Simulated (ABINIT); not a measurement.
Entries from a set of simulations; values are calculated unless marked as measured.

```json
{"subject": "A GW chain in ABINIT: H4C (I-43m)", "lattice_ang": [[-2.4789, 2.4789, 2.4789], [2.4789, -2.4789, 2.4789], [2.4789, 2.4789, -2.4789]], "atoms": [["H", 0.0, 0.0, 0.7463], ["H", 0.7463, 0.0, 0.0], ["H", 0.0, 0.7463, 0.0], ["H", 0.2537, 0.2537, 0.2537], ["C", 0.0, 0.0, 0.0]], "method": "RPA screening on LDA, plane waves, norm-conserving pseudopotentials (and 2 further levels or steps)", "program": "ABINIT 10.8.3", "settings": "cutoff 37 Ha, PseudoDojo scalar-relativistic 0.4.1 standard, norm-conserving, ngkpt (4, 4, 4), nband 29, ecuteps 3.2 Ha, inclvkb 2, shiftk (0, 0, 0), symchi 1, awtr 1, frequency ppm, 4×4×4 k-mesh", "cost": "5 runs, 30 s in all on 4 MPI ranks of Arm Neoverse V1, shared host", "notes": "The cell and positions are those that the Materials Project relaxed with its own functionals (PBE, PBE+U or r2SCAN), kept fixed.", "results": {"lda_gap": "7.29 eV, direct", "g0w0_gap_on_the_mesh": "11.60 eV", "gw_settings": "4×4×4 mesh, 29 bands, screening to 87.1 eV, Godby-Needs plasmon pole", "known_limits": "short of the basis limit"}}
```

[Long decimals in the printed logs are rounded to 6 places.]

[Logs are printed without paths, hosts, clocks, repeated set-up lines and the standing remarks that a program may print on its own settings, such as how far it seeks lower states.]

[Paths, hosts, dates, memory and timing lines, banners, echoed tables and standing remarks are left out of the program output; an Ansatz launch command may be rebuilt from the run's recorded settings. Measured values are a selection of at most five: reports struck by readers or far from the other reports are left out. None is set beside runs whose start may be inverted or whose files or cutoffs have a known fault.]

[Runs of the session that timed out or met a known fault of the program may be left out.]

[Hosts, paths, dates, database ids (printed as entryN), source tags and the programs' standing remarks are cut or masked in the printed files.]

[G0W0 gaps are taken among the corrected bands and points alone; a level outside them can change the order at an edge.]

[Where Ansatz stands beside ABINIT at settings called matched, ABINIT's density can come from a denser mesh and the files from another edition; pairs whose starting gaps differed by over 0.03 eV were left out, so agreement reads better than it is.]
